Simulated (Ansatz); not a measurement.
# NbIn2 (built on the sites of a database entry of NbB2): phonons and vibrational spectra

Wanted: phonon frequencies of NbIn2 (built on the sites of a database entry of NbB2) and what follows from them.

Method: DFT PBEsol, scalar-relativistic, plane waves, PAW, in Ansatz 0.2.0.

The structure was built from a prototype and need not be the compound's stable phase.

## (1) The structure

It takes space group P6/mmm (No. 191, hexagonal). Conventional cell: a = 3.616 Å, b = 3.616 Å, c = 3.874 Å, α = 90.00°, β = 90.00°, γ = 120.00°. Nearest to Nb lie 12 In at 2.85 Å. In has 3 In at 2.09 Å and 6 Nb at 2.85 Å nearest. Farther neighbours are not listed.

Coordinates:

```cif
data_structure
_symmetry_space_group_name_H-M 'P6/mmm'
_symmetry_Int_Tables_number 191
_cell_length_a 3.6158
_cell_length_b 3.6158
_cell_length_c 3.8736
_cell_angle_alpha 90.000
_cell_angle_beta 90.000
_cell_angle_gamma 120.000
_cell_volume 43.86
loop_
_atom_site_label
_atom_site_type_symbol
_atom_site_symmetry_multiplicity
_atom_site_Wyckoff_symbol
_atom_site_fract_x
_atom_site_fract_y
_atom_site_fract_z
_atom_site_occupancy
Nb1 Nb 1 a 0.00000 0.00000 0.00000 1
In1 In 2 d 0.33333 0.66667 0.50000 1
```

## (2) Rough relaxation

A rough relaxation comes first, because large forces or stress need no tight tolerances yet.

input.yaml

```yaml
crystal:
  lattice:
    - [3.61579, 0.0, 0.0]
    - [-1.80789, 3.13136, 0.0]
    - [0.0, 0.0, 3.87356]
  atoms:
    - { symbol: Nb, position: [0.0, 0.0, 0.0] }
    - { symbol: In, position: [0.3333333333, 0.6666666667, 0.5] }
    - { symbol: In, position: [0.6666666667, 0.3333333333, 0.5] }
kpoints:
  mp_grid: { grid: [6, 6, 6] }
hamiltonian:
  xc: pbesol
scf:
  occupations: { method: gaussian, width: 0.1 }
output:
  forces: true
  stress: true
  eigenvalues: true
relax:
  adjacent_minimum: "off"
  f_tol: 0.05
  max_steps: 80
  cell: { stress_tol: 0.5 }
```

Launch:

```bash
$ ansatz run input.yaml --threads 8 --pin off --max-ram 14336MiB --backend cpu --events-out ev --progress --plain --runs-dir out
```

Numbers of over 12 decimals in the logs are rounded to 6 here.

The log of the run:

```text
The last accepted step is kept in <dir> (removed where the run ends without a failure and the disk answers)
Engine: ansatz 0.2.0, aarch64-unknown-linux-gnu
Pseudopotentials: kind: paw
Pseudopotential: Nb, paw, valence charge 13, recommended cutoff 420 eV (normal), Nb.paw.azcp
Pseudopotential: In, paw, valence charge 13, recommended cutoff 420 eV (normal), In.paw.azcp
Functional definition: PBEsol
  exchange = pbesol_x
[...]
F+E_penalty+E_count = -15545.71914515 eV   max|allowed force component| = 2.467e-17 eV/Å   (the final SCF, on the basis selected at the relaxed cell)
  cell:  # Å, volume = 59.8922 Å³
    - [4.897793, -3.910272622318052e-6, 0]
    - [-2.448893, 4.241615, 5.7261074728872814e-18]
    - [0, 7.083308660598991e-18, 2.882962]
  atoms:
    - { symbol: Nb, position: [0, 0, 0] }
    - { symbol: In, position: [0.333333, 0.666667, 0.5] }
    - { symbol: In, position: [0.666667, 0.333333, 0.5] }
[key lines of the parts left out:]
SCF converged after 6 iterations
Free energy (F): -15545.719145 eV
Fermi energy:    14.770349 eV
P = ⅓ Tr σ = 0.2021 GPa (2.021 kbar)
```

Run time: 4.9 s. Hardware: 8 threads of Arm Neoverse V2, shared host; peak memory 0.42 GiB; 28 s of CPU time.

Relaxation path:

| step | energy less that of the first step (eV) | largest force component (eV/Å) | pressure (GPa) | volume (Å³) |
| --- | --- | --- | --- | --- |
| 1 | 0.0000 | 0.0000 | 133.25 | 43.86 |
| 2 | -4.0265 | 0.0000 | 77.40 | 48.61 |
| 3 | -6.5307 | 0.0000 | 43.30 | 52.90 |
| 4 | -8.1020 | 0.0000 | 23.42 | 55.64 |
| 5 | -8.9396 | 0.0000 | 8.40 | 58.25 |
| 6 | -9.2307 | 0.0000 | 2.20 | 58.43 |
| 7 | -9.4708 | 0.0000 | 0.64 | 57.21 |
| 8 | -9.6257 | 0.0000 | -0.30 | 55.72 |
| 9 | -9.6269 | 0.0000 | 0.37 | 54.97 |
| 10 | -9.6318 | 0.0000 | 0.03 | 55.31 |
| 11* | -10.1061 | 0.0000 | 10.93 | 55.31 |
| 12 | -10.3498 | 0.0000 | 0.03 | 59.85 |
| 13 | -10.4157 | 0.0000 | 0.24 | 59.89 |
| 14* | -10.4170 | 0.0000 | 0.20 | 59.89 |

Relaxation steps marked * repeat the geometry before them on a plane-wave basis chosen anew for their cell, so energy and pressure can jump there.

The run keeps the 24 symmetry operations that it works with, so distortions that break them were not tested.

| cell as run | before | after | change |
| --- | --- | --- | --- |
| a (Å) | 3.616 | 4.898 | +35.5 % |
| b (Å) | 3.616 | 4.898 | +35.5 % |
| c (Å) | 3.874 | 2.883 | -25.6 % |
| volume (Å³/atom) | 14.62 | 19.96 | +36.6 % |

The relaxed structure:

```xyz
3
Lattice="4.8978 0.0000 0.0000 -2.4489 4.2416 0.0000 0.0000 0.0000 2.8830" Properties=species:S:1:pos:R:3 pbc="T T T"
Nb    0.0000    0.0000    0.0000
In    0.0000    2.8277    1.4415
In    2.4489    1.4139    1.4415
```

Numbers from this step:

```
pressure          : 0.2021 GPa
volume per atom   : 19.96 Å³
gap on the k-mesh : 0 eV
```

In this step the volume went from 14.62 to 19.96 Å³/atom.

## (3) Relaxation

Harmonic phonons are second derivatives at a point where the forces vanish, and they are wanted at zero stress, so atoms and cell are relaxed first.

input.yaml

```yaml
crystal:
  lattice:
    - [4.8977931996, -3.9103e-06, 0.0]
    - [-2.4488932134, 4.2416152885, 0.0]
    - [0.0, 0.0, 2.8829622874]
  atoms:
    - { symbol: Nb, position: [0.0, 0.0, 0.0] }
    - { symbol: In, position: [0.3333333333, 0.6666666667, 0.5] }
    - { symbol: In, position: [0.6666666667, 0.3333333333, 0.5] }
kpoints:
  mp_grid: { grid: [12, 12, 14] }
hamiltonian:
  xc: pbesol
scf:
  occupations: { method: gaussian, width: 0.1 }
output:
  forces: true
  stress: true
  eigenvalues: true
  write_density: true
  write_potential: true
  elf: true
  volumetric_format: npy
relax:
  adjacent_minimum: "off"
  f_tol: 0.005
  max_steps: 80
  cell: { stress_tol: 0.05 }
```

The log of the run:

```text
[...]
Crystal: 3 atoms, lattice volume = 59.892 Å³
Basis set: ecut = 420 eV, 1155 PW (Γ), exchange–correlation on 72×72×40 points (8 copies of the dense FFT grid, shifted against one another)
Bands: 24, of which v1, the nominal top of the filled ones, is band 20 counted from 1 (19 counted from 0)
Symmetry: 24 space group operations
[...]
k-points: 152 of 2016
[...]
SCF iter   1: F=—  HF=-15545.707520 eV  |F-HF|=—  |Δ(HF+E_count)|=         —  Δρ=6.93e-3  dr2=2.84e-2  ethr=1.77e-3  ⟨swp⟩=5.9  Hψ=17050  notcnv=0
[...]
SCF iter   6: F=-15545.698433 eV  HF=-15545.698433 eV  |F-HF|=1.37e-9  |Δ(HF+E_count)|=   1.19e-7  Δρ=4.29e-6  dr2=4.99e-9  ethr=2.56e-10  ⟨swp⟩=9.9  Hψ=25971  notcnv=0
SCF 1 converged in 6 iterations: F = -15545.698433 eV  dr2 = 4.99e-9
[...]
relax step   1: F+E_penalty+E_count = -15545.69843318 eV  Δ(F+E_penalty+E_count) = +0.000e0 eV  max|allowed force component| = 9.830e-18 eV/Å  Δτ_max = 0.0000 Å  P = +0.334 GPa  Ω = 59.892 Å³  (6 SCF iters, dr2 threshold 1.00e-7 eV, accepted)
Crystal: 3 atoms, lattice volume = 60.314 Å³
Basis set: ecut = 420 eV, 1179 PW (Γ), exchange–correlation on 72×72×40 points (8 copies of the dense FFT grid, shifted against one another)
[...]
SCF iter   6: F=-15545.698349 eV  HF=-15545.698349 eV  |F-HF|=2.18e-11  |Δ(HF+E_count)|=  8.69e-10  Δρ=3.83e-7  dr2=4.77e-11  ethr=6.86e-12  ⟨swp⟩=4.8  Hψ=18091  notcnv=0
SCF 2 converged in 6 iterations: F = -15545.698349 eV  dr2 = 4.77e-11
relax step   2: F+E_penalty+E_count = -15545.69834875 eV  Δ(F+E_penalty+E_count) = +8.443e-5 eV  max|allowed force component| = 2.371e-17 eV/Å  Δτ_max = 0.0000 Å  P = -0.605 GPa  Ω = 60.314 Å³  energy of the carried Pulay correction = -1.149e-4 eV  (6 SCF iters, dr2 threshold 3.00e-7 eV, accepted)
Crystal: 3 atoms, lattice volume = 60.025 Å³
Basis set: ecut = 420 eV, 1143 PW (Γ), exchange–correlation on 72×72×40 points (8 copies of the dense FFT grid, shifted against one another)
[...]
SCF iter   6: F=-15545.699561 eV  HF=-15545.699561 eV  |F-HF|=5.46e-12  |Δ(HF+E_count)|=  1.29e-10  Δρ=1.74e-7  dr2=5.82e-12  ethr=1.35e-12  ⟨swp⟩=4.7  Hψ=17697  notcnv=0
[...]
SCF 3 converged in 6 iterations: F = -15545.699561 eV  dr2 = 5.82e-12
relax step   3: F+E_penalty+E_count = -15545.69956102 eV  Δ(F+E_penalty+E_count) = -1.212e-3 eV  max|allowed force component| = 2.313e-18 eV/Å  Δτ_max = 0.0000 Å  P = -0.010 GPa  Ω = 60.025 Å³  energy of the carried Pulay correction = -3.630e-5 eV  (6 SCF iters, dr2 threshold 3.00e-7 eV, accepted)
[...]
SCF iter   8: F=-15545.699598 eV  HF=-15545.699598 eV  |F-HF|=3.64e-12  |Δ(HF+E_count)|=  1.82e-12  Δρ=9.13e-11  dr2=1.41e-18  ethr=1.00e-12  ⟨swp⟩=1.9  Hψ=8260  notcnv=0
SCF 4 converged in 8 iterations: F = -15545.699598 eV  dr2 = 1.41e-18
relax step   4: F+E_penalty+E_count = -15545.69959843 eV  Δ(F+E_penalty+E_count) = -3.741e-5 eV  max|allowed force component| = 1.156e-18 eV/Å  Δτ_max = 0.0000 Å  P = -0.010 GPa  Ω = 60.025 Å³  stress off target by 2.85e-2 GPa  SCF on the basis re-selected at this cell (its energy is not comparable with the rows above)  (8 SCF iters)
[...]
SCF converged after 8 iterations
Free energy (F): -15545.699598 eV
[...]
Internal energy: -15545.691099 eV  (E = F + TS)
E sigma→0 (E₀):  -15545.695348 eV
Entropy (-TS):   -0.008500 eV (-2.833 meV/atom)
Fermi energy:    14.733613 eV
[...]
--- Stress (GPa, compression-positive) ---
       -0.000977       0.000000       0.000000
        0.000000      -0.000977       0.000000
        0.000000       0.000000      -0.028467
  P = ⅓ Tr σ = -0.0101 GPa (-0.101 kbar)
--- Band table (eV; the first three rows and the last of 152) ---
  k-point 0: bands = [... 16 lower, 11.4210, 12.6664, 12.7338, 16.0044, 16.0044, 17.2006, 17.2006, 19.0073]
  k-point 1: bands = [... 16 lower, 11.5266, 12.7410, 12.9116, 15.6665, 15.6665, 17.5282, 17.5282, 18.9824]
  k-point 2: bands = [... 16 lower, 11.8365, 12.9687, 13.3991, 15.0480, 15.0480, 18.1461, 18.1461, 18.8896]
  k-point 151: bands = [... 16 lower, 12.1872, 12.1872, 13.6454, 15.3792, 16.2090, 16.2090, 16.3354, 16.3354]
--- Relaxed structure (3 steps of the walk, 3 accepted, 1 SCFs on fresh bases) ---
[...]
cell:  # Å, volume = 60.0251 Å³
    - [4.890421, -3.9044030991527876e-6, 0.0]
    - [-2.445207, 4.235231, 0.0]
    - [0.0, 0.0, 2.898075]
  atoms:
    - { symbol: Nb, position: [0, 0, 0.0] }
    - { symbol: In, position: [0.333333, 0.666667, 0.5] }
    - { symbol: In, position: [0.666667, 0.333333, 0.5] }
```

Elapsed: 6 s, on 8 threads; peak memory 0.56 GiB.

The steps of the relaxation:

| step | energy less that of the first step (eV) | largest force component (eV/Å) | pressure (GPa) | volume (Å³) |
| --- | --- | --- | --- | --- |
| 1 | 0.0000 | 0.0000 | 0.33 | 59.89 |
| 2 | 0.0001 | 0.0000 | -0.61 | 60.31 |
| 3 | -0.0011 | 0.0000 | -0.01 | 60.03 |
| 4* | -0.0012 | 0.0000 | -0.01 | 60.03 |

Relaxation steps marked * repeat the geometry before them on a plane-wave basis chosen anew for their cell, so energy and pressure can jump there.

Forces are held to the 24 operations that the run works with; a distortion that breaks them can't arise in this run.

| conventional cell, symmetrised | before | after | change |
| --- | --- | --- | --- |
| a (Å) | 4.898 | 4.890 | -0.2 % |
| b (Å) | 4.898 | 4.890 | -0.2 % |
| c (Å) | 2.883 | 2.898 | +0.5 % |
| volume (Å³/atom) | 19.96 | 20.01 | +0.2 % |

The relaxed structure:

```cif
data_structure
_symmetry_space_group_name_H-M 'P 1'
_symmetry_Int_Tables_number 1
_cell_length_a 4.8904
_cell_length_b 4.8904
_cell_length_c 2.8981
_cell_angle_alpha 90.000
_cell_angle_beta 90.000
_cell_angle_gamma 120.000
_cell_volume 60.03
loop_
_atom_site_label
_atom_site_type_symbol
_atom_site_fract_x
_atom_site_fract_y
_atom_site_fract_z
_atom_site_occupancy
Nb1 Nb 0.00000 0.00000 0.00000 1
In2 In 0.33333 0.66667 0.50000 1
In3 In 0.66667 0.33333 0.50000 1
```

This step gave:

```
pressure        : -0.01014 GPa
volume per atom : 20.01 Å³
```

ELF in the ab plane at fractional z = 0.500, with atoms of In within 0.2 Å of it. It is the smooth field of the valence electrons, not physical close to the nuclei.

Ten even steps from '0' (0.00) to '9' (0.46), each cell a mean:
```
88998655699888
89975555589888
99653225589988
97530014589999
75410035687778
65421355655555
65545555543455
76556765300255
99899754000357
99999653003569
88899655445699
88899755557998
88899866689988
```
Columns run along a (4.9 Å), rows up along b (4.9 Å). Atoms in or near the plane, at fractional coordinates: In at (0.33, 0.67), In at (0.67, 0.33).

Electrostatic potential energy in the ab plane at fractional z = 0.500, with atoms of In within 0.2 Å of it. With pseudopotentials it is smooth inside the atoms' cores, unlike the true potential.

Ten even steps from '0' (-29 eV) to '9' (16 eV), each cell a mean:
```
99999888999999
99997545899999
99862013799999
99610003899999
98300016999999
97300258876678
87534688621258
99888985100158
99999972000269
99999961001589
99999963236899
99999987689999
99999998999999
```
Columns run along a (4.9 Å; values clipped at the 3rd and 97th percentile), rows up along b (4.9 Å). Atoms in or near the plane, at fractional coordinates: In at (0.33, 0.67), In at (0.67, 0.33).

Valence density in the ab plane at fractional z = 0.500, with atoms of In within 0.2 Å of it. It is the smooth field of the valence electrons, not physical close to the nuclei.

Ten even steps from '_' (0 e/Å³) to '@' (11 e/Å³), each cell a mean:
```
____________________________
____________________________
________::----..____________
______::##%%==..____________
____..==@@##::______________
____..--==::________________
______..__________..::..____
________________::****--____
______________..++@@**::____
______________::++++::______
______________......________
____________________________
____________________________
```
Columns run along a (4.9 Å), rows up along b (4.9 Å). Atoms in or near the plane, at fractional coordinates: In at (0.33, 0.67), In at (0.67, 0.33).

In this step the volume went from 19.96 to 20.01 Å³/atom.

## (4) Tight relaxation

Phonons need a cell at rest on their own settings, so the relaxation is repeated with tight tolerances on forces and stress, using the mesh and the filling of the phonon run that follows.

input.yaml

```yaml
crystal:
  lattice:
    - [4.8904209341, -3.9044e-06, 0.0]
    - [-2.4452070858, 4.2352307164, 0.0]
    - [0.0, 0.0, 2.8980749584]
  atoms:
    - { symbol: Nb, position: [0.0, 0.0, 0.0] }
    - { symbol: In, position: [0.3333333333, 0.6666666667, 0.5] }
    - { symbol: In, position: [0.6666666667, 0.3333333333, 0.5] }
kpoints:
  mp_grid: { grid: [12, 12, 16] }
hamiltonian:
  xc: pbesol
scf:
  occupations: { method: methfessel_paxton, width: 0.2 }
output:
  forces: true
  stress: true
  eigenvalues: true
relax:
  adjacent_minimum: "off"
  f_tol: 0.001
  max_steps: 60
  cell: { stress_tol: 0.01 }
```

The log of the run:

```text
[...]
Crystal: 3 atoms, lattice volume = 60.025 Å³
Basis set: ecut = 420 eV, 1143 PW (Γ), exchange–correlation on 72×72×40 points (8 copies of the dense FFT grid, shifted against one another)
Bands: 24, of which v1, the nominal top of the filled ones, is band 20 counted from 1 (19 counted from 0)
Symmetry: 24 space group operations
[...]
k-points: 171 of 2304
[...]
--- Relaxed structure (3 steps of the walk, 2 accepted, 1 SCFs on fresh bases) ---
[...]
cell:  # Å, volume = 59.9906 Å³
    - [4.890798, -3.904666495470469e-6, 0.0]
    - [-2.445396, 4.235557, 0.0]
    - [0.0, 0.0, 2.895965]
  atoms:
    - { symbol: Nb, position: [0, 0, 0.0] }
    - { symbol: In, position: [0.333333, 0.666667, 0.500000] }
    - { symbol: In, position: [0.666667, 0.333333, 0.500000] }
[key lines of the parts left out:]
SCF converged after 4 iterations
Free energy (F): -15545.696136 eV
Fermi energy:    14.754545 eV
P = ⅓ Tr σ = 0.0040 GPa (0.040 kbar)
```

The job ended after 5.9 s (8 threads; peak memory 0.58 GiB; 43 s of CPU time).

Little changed from the start: no atom moved by 0.005 Å and no cell edge by 0.1 %.

This step gave:

* pressure: 0.003958 GPa
* volume per atom: 20.00 Å³

The forces vanish by symmetry and the pressure is 0.004 GPa, within the tolerances set. The cell now holds 20.00 Å³/atom.

## (5) Modes at Γ

The zone centre comes first: it holds the modes that light can see, as far as symmetry allows. No field response is asked, since the mesh shows no gap.

input.yaml, the sections that differ from step 4:

```yaml
crystal:
  lattice:
    - [4.8907978244, -3.9047e-06, 0.0]
    - [-2.4453955306, 4.235557113, 0.0]
    - [0.0, 0.0, 2.8959646942]
  atoms:
    - { symbol: Nb, position: [0.0, 0.0, 0.0] }
    - { symbol: In, position: [0.3333333333, 0.6666666667, 0.5] }
    - { symbol: In, position: [0.6666666667, 0.3333333333, 0.5] }
output:
  eigenvalues: true
phonons:
  method: dfpt
# kpoints, hamiltonian, scf: as in step 4
# relax: removed
```

The log of the run:

```text
[...]
Crystal: 3 atoms, lattice volume = 59.991 Å³
Basis set: ecut = 420 eV, 1143 PW (Γ), exchange–correlation on 72×72×40 points (8 copies of the dense FFT grid, shifted against one another)
Bands: 24, of which v1, the nominal top of the filled ones, is band 20 counted from 1 (19 counted from 0)
Symmetry: 24 space group operations
k-points: 632 of 2304 (irreducible under 2 space group operations, time reversal used)
[...]
SCF iter   1: F=—  HF=-15545.706172 eV  |F-HF|=—  |Δ(HF+E_count)|=         —  Δρ=6.97e-3  dr2=2.75e-2  ethr=1.77e-3  ⟨swp⟩=5.5  Hψ=68454  notcnv=0
[...]
SCF iter   8: F=-15545.696136 eV  HF=-15545.696136 eV  |F-HF|=0.00e0  |Δ(HF+E_count)|=  9.09e-12  S|Δr|=    0.00e0  Δρ=4.47e-8  dr2=4.52e-13  ethr=1.00e-12  ⟨swp⟩=5.4  Hψ=65187  notcnv=0
SCF 1 converged in 8 iterations: F = -15545.696136 eV  dr2 = 4.52e-13
[...]
DFPT response loops at Γ: preconditioner auto → Kerker (q_TF=auto, 2.539 Å⁻¹) (partly filled bands, converged f_vac=0.000); β = 1.00, the filter's whole step (`scf.mixing.beta` (0.50) is not read by the response loops under this deck's `scf.mixing.preconditioner`; to damp them name `kerker` or `kerker_dos`, under which they read `scf.mixing.beta`, and type it under 1.00, their step now; both keys bind the ground state too); Broyden in place of MSR1
SCF converged after 8 iterations
[...]
Free energy (F): -15545.696136 eV
[...]
Internal energy: -15545.701043 eV  (E = F + TS)
E sigma→0 (E₀):  -15545.697363 eV
Entropy (-TS):   0.004907 eV (1.636 meV/atom)
Fermi energy:    14.754546 eV
Step filling:    the computed levels leave a gap of 0.0000 eV = 0.0 smearing widths at the electron count; against every level under it full and every level over it empty, smearing changes F+E_penalty+E_count by +0.999 meV and its σ→0 estimate by -0.228 meV
[...]
--- Band table (eV; the first three rows and the last of 632) ---
  k-point 0: bands = [... 16 lower, 11.4284, 12.6712, 12.7232, 16.0123, 16.0123, 17.2102, 17.2102, 19.0185]
  k-point 1: bands = [... 16 lower, 11.5094, 12.7283, 12.8606, 15.7415, 15.7415, 17.4721, 17.4721, 18.9999]
  k-point 2: bands = [... 16 lower, 11.7487, 12.9019, 13.2473, 15.2159, 15.2159, 17.9900, 17.9900, 18.9336]
  k-point 631: bands = [... 16 lower, 11.5921, 12.6188, 13.2705, 15.5746, 15.8251, 16.0839, 17.0708, 17.1867]
--- Phonons (Γ-DFPT): 4 representative perturbations + reference, on 632 of 2304 k-points (Σ response iterations 12) ---
  k mesh reduced under 2 symmetry operations, with k and −k counted as one. Each operation leaves every solved perturbation unchanged. A smaller set is not used because it would not reduce the number of displacements times k-points to solve
  ASR residual: 1.112e-4 → 0.000e0 eV/Å²; symmetrization residual: 4.058e-4 eV/Å²
  ASR residual per site (eV/Å²): 1.11e-4 1.78e-5 1.78e-5
  Γ frequencies (cm⁻¹): 0.00 0.00 0.00 42.03 106.70 110.67 110.67 172.75 172.75
  non-analytic LO–TO correction: not included (Born effective charges unavailable; polar crystals: no LO–TO splitting at Γ)
```

Run time: 52 s. Hardware: 8 threads; peak memory 3.1 GiB; 6.1 min of CPU time.

In the SCF lines HF is the Harris–Foulkes energy and dr2 the Hartree energy of the density residual, in eV; the loop may stop once dr2 is under the threshold and the program's other checks hold. Hψ counts applications of the Hamiltonian.

This step gave:

```yaml
sum_rule_residual_before_enforcement: 1.11e-4 eV/Å²
point_group: 6/mmm
highest_optical_mode_at_the_zone_centre_no_lo_to_term: 172.8 cm⁻¹
lowest_optical_zone_centre_mode: 42.03 cm⁻¹
```

Patterns of degenerate modes are one choice out of their space. Modes at Γ, with each element's share of the kinetic energy:

| mode | frequency (cm⁻¹) | symmetry | Nb % | In % |
| --- | --- | --- | --- | --- |
| 1 | 0.0 | acoustic | 29 | 71 |
| 2 | 0.0 | acoustic | 29 | 71 |
| 3 | 0.0 | acoustic | 29 | 71 |
| 4 | 42.0 | B1g | 0 | 100 |
| 5 | 106.7 | A2u | 71 | 29 |
| 6 | 110.7 | E1u | 71 | 29 |
| 7 | 110.7 | E1u | 71 | 29 |
| 8 | 172.8 | E2g | 0 | 100 |
| 9 | 172.8 | E2g | 0 | 100 |

Displacements in mode 4 (42.0 cm⁻¹), the largest set to 1:
```
Nb1  0.00  0.00  0.00
In2  0.00  0.00  1.00
In3  0.00  0.00 -1.00
```

Displacements in mode 7 (110.7 cm⁻¹), the largest set to 1:
```
Nb1  0.00  1.00  0.00
In2  0.00 -0.40  0.00
In3  0.00 -0.40  0.00
```

Before it was imposed, the acoustic sum rule was missed by 1.1e-4 eV/Å². Small misses are needed for a sound result but don't prove that mesh and cutoff are converged. The lowest optical mode is real, 42.0 cm⁻¹.

(Part 1 of 2 ends here.)

[Logs are printed without paths, hosts, clocks, repeated set-up lines and the standing remarks that a program may print on its own settings, such as how far it seeks lower states.]

[Hosts, paths, dates, database ids (printed as entryN), source tags and the programs' standing remarks are cut or masked in the printed files.]
